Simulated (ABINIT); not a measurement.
## A GW chain in ABINIT: BaIBr (Pnma)

Wanted: ground state, empty states, screening and self-energy for BaIBr (Pnma).

Program: ABINIT 10.8.3. Level of theory: PBEsol and many-body steps on it, plane waves. Results are calculated unless marked as measured.

## (1) Set-up

The structure is orthorhombic, space group Pnma (No. 62). Conventional cell: a = 8.814 Å, b = 5.124 Å, c = 10.192 Å, α = 90.00°, β = 90.00°, γ = 90.00°. Nearest to Ba lie 4 Br at 3.31 to 3.34 Å and 5 I at 3.67 to 3.76 Å. I has 5 Ba at 3.67 to 3.76 Å nearest. Nearest to Br lie 4 Ba at 3.31 to 3.34 Å. Farther neighbours and most contacts between anions are not listed.

The cell and positions are those that the Materials Project relaxed with its own functionals (PBE, PBE+U or r2SCAN), kept fixed. Spin-orbit coupling is left out unless a step names it.

## (2) Ground state

This step: ABINIT 10.8.3; DFT, PBEsol, plane waves, norm-conserving pseudopotentials.

The ground-state density comes first.

Input file run.abi:

```
acell 3*1.0 Angstrom
rprim 
  8.814460390000 0.000000000000 0.000000000000
  0.000000000000 5.124291030000 0.000000000000
  0.000000000000 0.000000000000 10.191678390000
ntypat 3
znucl 56 53 35
natom 12
typat 1 1 1 1 2 2 2 2 3 3 3 3
xred 
  0.728824540000 0.250000000000 0.375137030000
  0.271175460000 0.750000000000 0.624862970000
  0.771175460000 0.750000000000 0.875137030000
  0.228824540000 0.250000000000 0.124862970000
  0.471610560000 0.250000000000 0.831776550000
  0.528389440000 0.750000000000 0.168223450000
  0.028389440000 0.750000000000 0.331776550000
  0.971610560000 0.250000000000 0.668223450000
  0.856471900000 0.250000000000 0.066685850000
  0.143528100000 0.750000000000 0.933314150000
  0.643528100000 0.750000000000 0.566685850000
  0.356471900000 0.250000000000 0.433314150000
pp_dirpath "pseudos"
pseudos "Ba.upf, I.upf, Br.upf"
ecut 31
ngkpt 2 4 2
nshiftk 1
shiftk 0 0 0
kptopt 1
chksymbreak 0
nband 58
occopt 1
tolvrs 1e-08
nstep 60
prtwf 0
optforces 0
optstress 0
indata_prefix "in"
outdata_prefix "out"
tmpdata_prefix "tmp"
```

Started as:

```bash
OMP_NUM_THREADS=1 mpirun -n 8 abinit run.abi > log
```

Numbers of over 12 decimals in the logs are rounded to 6 here.

What it wrote:

```text
.Version 10.8.3 of ABINIT. v10.8.2 released Aug 2026.

 Symmetries : space group Pn m a (# 62); Bravais oP (primitive ortho.)
================================================================================
 Values of the parameters that define the memory need of the present run
     intxc =       0    ionmov =       0      iscf =       7    lmnmax =       6
     lnmax =       6     mgfft =     100  mpssoang =       3    mqgrid =    4828
     natom =      12  nloc_mem =       1    nspden =       1   nspinor =       1
    nsppol =       1      nsym =       8    n1xccc =    2501    ntypat =       3
    occopt =       1   xclevel =       2
-    mband =          58        mffmem =           1         mkmem =           2
       mpw =       25636          nfft =      450000          nkpt =          12
================================================================================
  Rough estimation (10% accuracy) of disk space for files :
================================================================================

--------------------------------------------------------------------------------
------------- Echo of variables that govern the present computation ------------
--------------------------------------------------------------------------------
 -outvars: echo values of preprocessed input variables --------
            acell      1.8897261259E+00  1.8897261259E+00  1.8897261259E+00 Bohr

      chksymbreak           0
             ecut      3.10000000E+01 Hartree
-          fftalg         312

              ixc     -116133
              kpt      0.00000000E+00  0.00000000E+00  0.00000000E+00
                       5.00000000E-01  0.00000000E+00  0.00000000E+00
                       0.00000000E+00  2.50000000E-01  0.00000000E+00
                       5.00000000E-01  2.50000000E-01  0.00000000E+00
                       0.00000000E+00  5.00000000E-01  0.00000000E+00
                       5.00000000E-01  5.00000000E-01  0.00000000E+00
                       0.00000000E+00  0.00000000E+00  5.00000000E-01
                       5.00000000E-01  0.00000000E+00  5.00000000E-01
                       0.00000000E+00  2.50000000E-01  5.00000000E-01
                       5.00000000E-01  2.50000000E-01  5.00000000E-01
                       0.00000000E+00  5.00000000E-01  5.00000000E-01
[...]
kptrlatt        2    0    0      0    4    0      0    0    2
          kptrlen      3.33138322E+01
P           mkmem           2
            natom          12
            nband          58
            ngfft          90      50     100
             nkpt          12
            nstep          60
             nsym           8
           ntypat           3
              occ      2.000000  2.000000  2.000000  2.000000  2.000000  2.000000
                       2.000000  2.000000  2.000000  2.000000  2.000000  2.000000
                       2.000000  2.000000  2.000000  2.000000  2.000000  2.000000
                       2.000000  2.000000  2.000000  2.000000  2.000000  2.000000
                       2.000000  2.000000  2.000000  2.000000  2.000000  2.000000
                       2.000000  2.000000  2.000000  2.000000  2.000000  2.000000
                       2.000000  2.000000  2.000000  2.000000  2.000000  2.000000
                       2.000000  2.000000  2.000000  2.000000  2.000000  2.000000
                       0.000000  0.000000  0.000000  0.000000  0.000000  0.000000
                       0.000000  0.000000  0.000000  0.000000
        optforces           0
        optstress           0
            prtwf           0
            rprim      8.8144603900E+00  0.0000000000E+00  0.0000000000E+00
[...]
spgroup          62

           tolvrs      1.00000000E-08

             xred      7.2882454000E-01  2.5000000000E-01  3.7513703000E-01
[...]
znucl       56.00000   53.00000   35.00000

================================================================================

 chkinp: Checking input parameters for consistency.

================================================================================
== DATASET  1 ==================================================================
-   mpi_nproc: 8, omp_nthreads: 1 (-1 if OMP is not activated)
-    --> not optimal distribution: autoparal keyword recommended in input file <--

--- !DatasetInfo
iteration_state: {dtset: 1, }
dimensions: {natom: 12, nkpt: 12, mband: 58, nsppol: 1, nspinor: 1, nspden: 1, mpw: 25636, }
cutoff_energies: {ecut:  31.0, pawecutdg:  -1.0, }
electrons: {nelect:   9.60000000E+01, charge:   0.00000000E+00, occopt:   1.00000000E+00, tsmear:   1.00000000E-02, }

 Real(R)+Recip(G) space primitive vectors, cartesian coordinates (Bohr,Bohr^-1):
 R(1)= 16.6569161  0.0000000  0.0000000  G(1)=  0.0600351  0.0000000  0.0000000
 R(2)=  0.0000000  9.6835066  0.0000000  G(2)=  0.0000000  0.1032684  0.0000000
 R(3)=  0.0000000  0.0000000 19.2594809  G(3)=  0.0000000  0.0000000  0.0519225
 Unit cell volume ucvol=  3.1065034E+03 bohr^3
 Angles (23,13,12)=  9.00000000E+01  9.00000000E+01  9.00000000E+01 degrees

 getcut: wavevector=  0.0000  0.0000  0.0000  ngfft=  90  50 100
         ecut(hartree)=     31.000   => boxcut(ratio)=   2.06011

--- Pseudopotential description ------------------------------------------------
[...]
nproj     2     2     2
  pspatm : epsatm=   10.94932683
         --- l  ekb(1:nproj) -->
[...]
pspatm: atomic psp has been read  and splines computed

   2.12989028E+04                                ecore*ucvol(ha*bohr**3)
--------------------------------------------------------------------------------

_setup2: Arith. and geom. avg. npw (full set) are   25612.188   25612.173

================================================================================

--- !BeginCycle
iteration_state: {dtset: 1, }
solver: {iscf: 7, nstep: 60, nline: 4, wfoptalg: 0, }
tolerances: {tolvrs: 1.00E-08, }

     iter   Etot(hartree)      deltaE(h)  residm     vres2
 ETOT  1  -227.86488481828    -2.279E+02 2.259E-02 1.773E+02
 ETOT  2  -227.94367988546    -7.880E-02 3.634E-03 1.320E+01
 ETOT  3  -227.94474646810    -1.067E-03 1.667E-03 4.899E+00
 ETOT  4  -227.94492771705    -1.812E-04 1.225E-03 5.710E-01
 ETOT  5  -227.94494824254    -2.053E-05 1.028E-03 4.421E-02
 ETOT  6  -227.94494985666    -1.614E-06 5.525E-04 1.939E-03
 ETOT  7  -227.94494994523    -8.857E-08 7.211E-04 4.598E-05
 ETOT  8  -227.94494994767    -2.444E-09 4.820E-04 6.880E-06
 ETOT  9  -227.94494994800    -3.266E-10 3.284E-04 2.433E-07
 ETOT 10  -227.94494994801    -1.131E-11 4.075E-04 1.842E-08
 ETOT 11  -227.94494994802    -9.749E-12 2.112E-04 1.278E-09

 At SCF step   11       vres2   =  1.28E-09 < tolvrs=  1.00E-08 =>converged.

--- !ResultsGS
iteration_state: {dtset: 1, }
comment   : Summary of ground state results
lattice_vectors:
- [ 16.6569161,   0.0000000,   0.0000000, ]
- [  0.0000000,   9.6835066,   0.0000000, ]
- [  0.0000000,   0.0000000,  19.2594809, ]
lattice_lengths: [  16.65692,    9.68351,   19.25948, ]
lattice_angles: [ 90.000,  90.000,  90.000, ] # degrees, (23, 13, 12)
lattice_volume:   3.1065034E+03
convergence: {deltae: -9.749E-12, res2:  1.278E-09, residm:  2.112E-04, diffor:  0.000E+00, }
etotal    :  -2.27944950E+02
entropy   :   0.00000000E+00
fermie    :   8.46262119E-02
cartesian_stress_tensor: null
pressure_GPa: null
xred      :
- [  7.2882E-01,   2.5000E-01,   3.7514E-01, Ba]
- [  2.7118E-01,   7.5000E-01,   6.2486E-01, Ba]
- [  7.7118E-01,   7.5000E-01,   8.7514E-01, Ba]
- [  2.2882E-01,   2.5000E-01,   1.2486E-01, Ba]
- [  4.7161E-01,   2.5000E-01,   8.3178E-01,  I]
- [  5.2839E-01,   7.5000E-01,   1.6822E-01,  I]
- [  2.8389E-02,   7.5000E-01,   3.3178E-01,  I]
- [  9.7161E-01,   2.5000E-01,   6.6822E-01,  I]
- [  8.5647E-01,   2.5000E-01,   6.6686E-02, Br]
- [  1.4353E-01,   7.5000E-01,   9.3331E-01, Br]
- [  6.4353E-01,   7.5000E-01,   5.6669E-01, Br]
- [  3.5647E-01,   2.5000E-01,   4.3331E-01, Br]
cartesian_forces: null
force_length_stats: {min: null, max: null, mean: null, }

 Integrated electronic density in atomic spheres:
 ------------------------------------------------
 Atom  Sphere_radius  Integrated_density
[...]
================================================================================

 ----iterations are completed or convergence reached----

 Mean square residual over all n,k,spin=   13.229E-07; max=  21.117E-05
 reduced coordinates (array xred) for   12 atoms
[...]
0.971610560000      0.250000000000      0.668223450000
       0.856471900000      0.250000000000      0.066685850000
       0.143528100000      0.750000000000      0.933314150000
       0.643528100000      0.750000000000      0.566685850000
       0.356471900000      0.250000000000      0.433314150000
 rms dE/dt=  0.0000E+00; max dE/dt=  0.0000E+00; dE/dt below (all hartree)
    1       0.000000000000      0.000000000000      0.000000000000
    2       0.000000000000      0.000000000000      0.000000000000
    3       0.000000000000      0.000000000000      0.000000000000
    4       0.000000000000      0.000000000000      0.000000000000
    5       0.000000000000      0.000000000000      0.000000000000
    6       0.000000000000      0.000000000000      0.000000000000
    7       0.000000000000      0.000000000000      0.000000000000
    8       0.000000000000      0.000000000000      0.000000000000
    9       0.000000000000      0.000000000000      0.000000000000
[...]
cartesian coordinates (angstrom) at end:
[...]
8      8.564223     1.281073     6.810318
    9      7.549338     1.281073     0.679641
   10      1.265123     3.843218     9.512038
   11      5.672353     3.843218     5.775480
   12      3.142107     1.281073     4.416198
 length scales=  1.889726125908  1.889726125908  1.889726125908 bohr
              =  1.000000000000  1.000000000000  1.000000000000 angstroms
 prteigrs : about to open file out_EIG
 Fermi (or HOMO) energy (hartree) =   0.08463   Average Vxc (hartree)=  -0.31838
 Eigenvalues (hartree) for nkpt=  12  k points:
 kpt#   1, nband= 58, wtk=  0.06250, kpt=  0.0000  0.0000  0.0000 (reduced coord)
  -0.89017   -0.89000   -0.88997   -0.88995   -0.42044   -0.41227   -0.41029   -0.40500
  -0.35720   -0.34740   -0.34572   -0.34489   -0.34468   -0.34385   -0.34363   -0.34361
  -0.34358   -0.34353   -0.34174   -0.32968   -0.31471   -0.30771   -0.30742   -0.30296
  -0.00585   -0.00004    0.00030    0.00170    0.01079    0.01125    0.01499    0.01651
   0.01994    0.02030    0.03041    0.03200    0.03876    0.04090    0.04469    0.05293
   0.05310    0.05602    0.05903    0.06563    0.07326    0.07791    0.07994    0.08463
   0.21044    0.23104    0.23251    0.23785    0.24570    0.24997    0.26077    0.26363
   0.26384    0.27299
 prteigrs : prtvol=0 or 1, do not print more k-points.

--- !EnergyTerms
iteration_state     : {dtset: 1, }
comment             : Components of total free energy in Hartree
kinetic             :  5.60391116948660E+01
hartree             :  2.66856299737033E+01
xc                  : -6.30385181548212E+01
Ewald energy        : -1.73970716318333E+02
psp_core            :  6.85623036909702E+00
local_psp           : -1.11133719577935E+02
non_local_psp       :  3.06170320654048E+01
total_energy        : -2.27944949948018E+02
total_energy_eV     : -6.20269807585632E+03
band_energy         : -1.94449263689930E+01

== END DATASET(S) ==============================================================
================================================================================

 -outvars: echo values of variables after computation  --------
           etotal     -2.2794494995E+02
            nband          58
             nkpt          12
          spgroup          62
 [... the other variables as echoed above ...]

 Calculation completed.
```

Run time: 3 min. Hardware: 8 MPI ranks of Arm Neoverse V2, shared host; peak memory 1.6 GiB; 24 min of CPU time.

This step gave:

* total energy: -6202.6981 eV
* gap: 3.423 eV
* k of the valence top: 0, 0, 0
* k of the conduction bottom: 0, 0, 0
* least direct gap: 3.423 eV

The gap is direct, at Γ.

## (3) Empty states on the mesh, 2×2×1 mesh, 325 bands

The sums over transitions need many empty states on a uniform mesh; this step solves for them.

Edit run.abi of step 2 so:

```diff
@@ -25,3 +25,3 @@
 ecut 31
-ngkpt 2 4 2
+ngkpt 2 2 1
 nshiftk 1
@@ -30,9 +30,10 @@
 chksymbreak 0
-nband 58
-occopt 1
-tolvrs 1e-08
+iscf -2
+irdden 1
+istwfk *1
+nband 325
+nbdbuf 28
+tolwfr 1e-09
 nstep 60
-prtwf 0
-optforces 0
-optstress 0
+prtvol 0
 indata_prefix "in"
```

Started as:

```bash
OMP_NUM_THREADS=2 mpirun -n 4 abinit run.abi > log
```

What it wrote:

```text
.Version 10.8.3 of ABINIT. v10.8.2 released Aug 2026.

 Symmetries : space group Pn m a (# 62); Bravais oP (primitive ortho.)
[... echo of the input left out ...]
== DATASET  1 ==================================================================
-   mpi_nproc: 4, omp_nthreads: 2 (-1 if OMP is not activated)

--- !DatasetInfo
iteration_state: {dtset: 1, }
dimensions: {natom: 12, nkpt: 4, mband: 325, nsppol: 1, nspinor: 1, nspden: 1, mpw: 25646, }
cutoff_energies: {ecut:  31.0, pawecutdg:  -1.0, }
electrons: {nelect:   9.60000000E+01, charge:   0.00000000E+00, occopt:   1.00000000E+00, tsmear:   1.00000000E-02, }

 Real(R)+Recip(G) space primitive vectors, cartesian coordinates (Bohr,Bohr^-1):
 R(1)= 16.6569161  0.0000000  0.0000000  G(1)=  0.0600351  0.0000000  0.0000000
 R(2)=  0.0000000  9.6835066  0.0000000  G(2)=  0.0000000  0.1032684  0.0000000
 R(3)=  0.0000000  0.0000000 19.2594809  G(3)=  0.0000000  0.0000000  0.0519225
 Unit cell volume ucvol=  3.1065034E+03 bohr^3
 Angles (23,13,12)=  9.00000000E+01  9.00000000E+01  9.00000000E+01 degrees

 getcut: wavevector=  0.0000  0.0000  0.0000  ngfft=  90  50 100
         ecut(hartree)=     31.000   => boxcut(ratio)=   2.06011

--- Pseudopotential description ------------------------------------------------
- Ba Generated using ONCVPSP code by D. R. Hamann
- 56.00000  10.00000  180301                  znucl, zion, pspdat
12 -116133 2 -1 1936                          pspcod,pspxc,lmax,lloc,mmax
     nproj     2     2     2
  pspatm : epsatm=   26.37418133
         --- l  ekb(1:nproj) -->
             0    6.652372    0.677024
             1    5.027722    0.408462
             2    2.543237    0.416854
 pspatm: atomic psp has been read  and splines computed

- I Generated using ONCVPSP code by D. R. Hamann
- 53.00000   7.00000  180301                  znucl, zion, pspdat
12 -116133 2 -1 1182                          pspcod,pspxc,lmax,lloc,mmax
     nproj     2     2     2
  pspatm : epsatm=   18.14238455
         --- l  ekb(1:nproj) -->
[...]
pspatm: atomic psp has been read  and splines computed

- Br Generated using ONCVPSP code by D. R. Hamann
- 35.00000   7.00000  180301                  znucl, zion, pspdat
12 -116133 2 -1 1098                          pspcod,pspxc,lmax,lloc,mmax
     nproj     2     2     2
  pspatm : epsatm=   10.94932683
         --- l  ekb(1:nproj) -->
[...]
pspatm: atomic psp has been read  and splines computed

--------------------------------------------------------------------------------

================================================================================
 prteigrs : about to open file out_EIG
 Non-SCF case, kpt    1 (  0.00000  0.00000  0.00000), residuals and eigenvalues=
  9.34E-11  1.28E-10  1.03E-10  8.33E-11  2.77E-10  3.05E-10  2.49E-10  3.36E-10
  5.43E-10  4.28E-10  5.71E-10  8.02E-10  8.82E-10  3.40E-10  3.83E-10  9.00E-10
[...]
-3.4468E-01 -3.4385E-01 -3.4363E-01 -3.4361E-01 -3.4358E-01 -3.4353E-01
[...]
1.4105E+00  1.4161E+00  1.4191E+00  1.4198E+00  1.4216E+00  1.4217E+00
  1.4264E+00  1.4328E+00  1.4341E+00  1.4379E+00  1.4451E+00  1.4503E+00
  1.4602E+00
 prteigrs : prtvol=0 or 1, do not print more k-points.

--- !ResultsGS
iteration_state: {dtset: 1, }
comment   : Summary of ground state results
lattice_vectors:
- [ 16.6569161,   0.0000000,   0.0000000, ]
- [  0.0000000,   9.6835066,   0.0000000, ]
- [  0.0000000,   0.0000000,  19.2594809, ]
lattice_lengths: [  16.65692,    9.68351,   19.25948, ]
lattice_angles: [ 90.000,  90.000,  90.000, ] # degrees, (23, 13, 12)
lattice_volume:   3.1065034E+03
convergence: {deltae:  0.000E+00, res2:  0.000E+00, residm:  9.977E-10, diffor:  0.000E+00, }
etotal    :  -2.27944950E+02
entropy   :   0.00000000E+00
fermie    :   8.46262119E-02
cartesian_stress_tensor: null
pressure_GPa: null
xred      :
- [  7.2882E-01,   2.5000E-01,   3.7514E-01, Ba]
- [  2.7118E-01,   7.5000E-01,   6.2486E-01, Ba]
- [  7.7118E-01,   7.5000E-01,   8.7514E-01, Ba]
- [  2.2882E-01,   2.5000E-01,   1.2486E-01, Ba]
- [  4.7161E-01,   2.5000E-01,   8.3178E-01,  I]
- [  5.2839E-01,   7.5000E-01,   1.6822E-01,  I]
- [  2.8389E-02,   7.5000E-01,   3.3178E-01,  I]
- [  9.7161E-01,   2.5000E-01,   6.6822E-01,  I]
- [  8.5647E-01,   2.5000E-01,   6.6686E-02, Br]
- [  1.4353E-01,   7.5000E-01,   9.3331E-01, Br]
- [  6.4353E-01,   7.5000E-01,   5.6669E-01, Br]
- [  3.5647E-01,   2.5000E-01,   4.3331E-01, Br]
cartesian_forces: null
force_length_stats: {min: null, max: null, mean: null, }

 Integrated electronic density in atomic spheres:
 ------------------------------------------------
 Atom  Sphere_radius  Integrated_density
[...]
================================================================================

 ----iterations are completed or convergence reached----

 Mean square residual over all n,k,spin=   48.335E-11; max=  99.770E-11
 reduced coordinates (array xred) for   12 atoms
[...]
0.643528100000      0.750000000000      0.566685850000
       0.356471900000      0.250000000000      0.433314150000

 cartesian coordinates (angstrom) at end:
    1      6.424195     1.281073     3.823276
    2      2.390265     3.843218     6.368402
    3      6.797496     3.843218     8.919115
[...]
11      5.672353     3.843218     5.775480
   12      3.142107     1.281073     4.416198
 length scales=  1.889726125908  1.889726125908  1.889726125908 bohr
              =  1.000000000000  1.000000000000  1.000000000000 angstroms
 prteigrs : about to open file out_EIG
 Eigenvalues (hartree) for nkpt=   4  k points:
 kpt#   1, nband=325, wtk=  0.25000, kpt=  0.0000  0.0000  0.0000 (reduced coord)
[...]
1.37853    1.38700    1.38732    1.38768    1.39307    1.40235    1.40415    1.40618
   1.41047    1.41607    1.41913    1.41975    1.42161    1.42171    1.42645    1.43281
   1.43412    1.43793    1.44510    1.45029    1.46023
 prteigrs : prtvol=0 or 1, do not print more k-points.

== END DATASET(S) ==============================================================
================================================================================

 -outvars: echo values of variables after computation  --------
            nband         325
             nkpt           4
          spgroup          62
 [... the other variables as echoed above ...]

 Calculation completed.
```

Run time: 6.3 min. Hardware: 4 MPI ranks; peak memory 1.3 GiB.

This step gave:

| Property | Result |
| --- | --- |
| gap | 3.423 eV |
| k of the valence top | 0, 0, 0 |
| k of the conduction bottom | 0, 0, 0 |
| least direct gap | 3.423 eV |
| k points computed | 4 |
| lowest point of the top converged band, above the valence top | 34.26 eV |

On this mesh the gap is 3.423 eV.

(Continued in part 2 of 2.)

[Paths, hosts, dates, memory and timing lines, banners, echoed tables and standing remarks are left out of the program output.]

[Logs are printed without paths, hosts, clocks, repeated set-up lines and the standing remarks that a program may print on its own settings, such as how far it seeks lower states.]

[Runs of the session that timed out or met a known fault of the program may be left out.]

[Hosts, paths, dates, database ids (printed as entryN), source tags and the programs' standing remarks are cut or masked in the printed files.]

[G0W0 gaps are taken among the corrected bands and points alone; a level outside them can change the order at an edge.]

[Where Ansatz stands beside ABINIT at settings called matched, ABINIT's density can come from a denser mesh and the files from another edition; pairs whose starting gaps differed by over 0.03 eV were left out, so agreement reads better than it is.]
